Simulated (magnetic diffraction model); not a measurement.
## Magnetic neutron pattern of NdY2Ge2Rh2

Space group Pbcm (no. 57), a = 5.6640 Å, b = 7.8930 Å, c = 13.3230 Å.

```
site  atom       x       y       z
  4d    Nd  0.6331  0.2354     3/4
  8e    Rh  0.6276  0.5470  0.0905
  8e     Y  0.8686  0.8930  0.1027
  4c    Ge  0.6427     1/4     1/2
  4d    Ge  0.1316  0.3916     3/4
```

This is a made-up structure (elements placed in a structure type, unrelaxed), so the numbers test the method and describe no known phase.

Only Nd is taken to order (form factors of Nd3+); orders and moment sizes are assumed, and not adapted to the symmetry. Radiation: neutrons of λ = 2.41 Å, 5° to 45°; isotropic B of 0.2 Å² (Nd), 0.16 Å² (Rh), 0.21 Å² (Y) and 0.22 Å² (Ge). The intensities are simulated: I ∝ L Σ (|F_N|² + |F_M⊥|²) for unpolarised neutrons, with F_M = 2.695 fm/μB × Σ f(s) S exp(2πi Q·r) exp(−B s²) at Q = H ± k (one set where k and −k are equivalent), only the part normal to Q counting and L = 1/(sin²θ cos θ). For collinear order S is the moment m, which repeats by lattice and centring translations R with the sign exp(−2πi k·R). Form factors are spin-only for 3d ions and dipole or tabulated for f ions, scattering lengths are Sears's of 1992, and absorption is left out. A label names one of the reflections at its angle. The strongest nuclear line in the range is 100, and lines under 0.2 are left out.

Assume the order k = (1/2 0 0), collinear moments along [111], 0.78 μB on Nd; signs + at (0.6331, 0.2354, 3/4), + at (0.3669, 0.7646, 1/4), + at (0.3669, 0.7354, 3/4), + at (0.6331, 0.2646, 1/4).

Q: Where does magnetic intensity appear, and how strong is it?

```
2θ (°)      index  nuclear  magnetic
 12.21  (1/2 0 0)      0.0      29.7
 20.84    (0 0 2)      7.6       0.0
 21.45  (1/2 1 0)      0.0       3.4
 24.23  (1/2 0 2)      0.0       8.3
 24.57    (1 0 0)     13.4       0.0
 30.08  (1/2 1 2)      0.0       2.5
 30.36    (1 1 0)      5.0       0.0
 32.17    (1 1 1)     98.5       0.0
 32.43    (1 0 2)    100.0       0.0
 35.56    (0 2 0)      0.7       0.0
 37.12    (1 1 2)      9.7       0.0
 37.14    (0 2 1)      2.4       0.0
 37.22  (3/2 0 0)      0.0       0.4
 37.73  (1/2 2 0)      0.0       5.3
 39.24  (1/2 2 1)      0.0       0.3
 41.44  (3/2 1 0)      0.0       5.4
 41.57    (0 2 2)     13.2       0.0
 42.42    (0 0 4)      9.2       0.0
 43.04  (3/2 0 2)      0.0       0.5
 43.49  (1/2 2 2)      0.0       6.9
 43.70    (1 2 0)     75.6       0.0
 44.31    (1 1 3)     94.5       0.0
 44.31  (1/2 0 4)      0.0       2.0
```

The strongest magnetic line in the range is (1/2 0 0) at 12.21° (29.7). On top of the Lorentz factor, which all lines share, magnetic lines fade with angle because f falls: for Nd3+ it is 0.98, 0.90, 0.79 and 0.54 at sin θ/λ = 0.1, 0.2, 0.3 and 0.5 Å⁻¹, while nuclear lengths stay constant. The order has no net moment.

[Logs are printed without paths, hosts, clocks, repeated set-up lines and the standing remarks that a program may print on its own settings, such as how far it seeks lower states.]
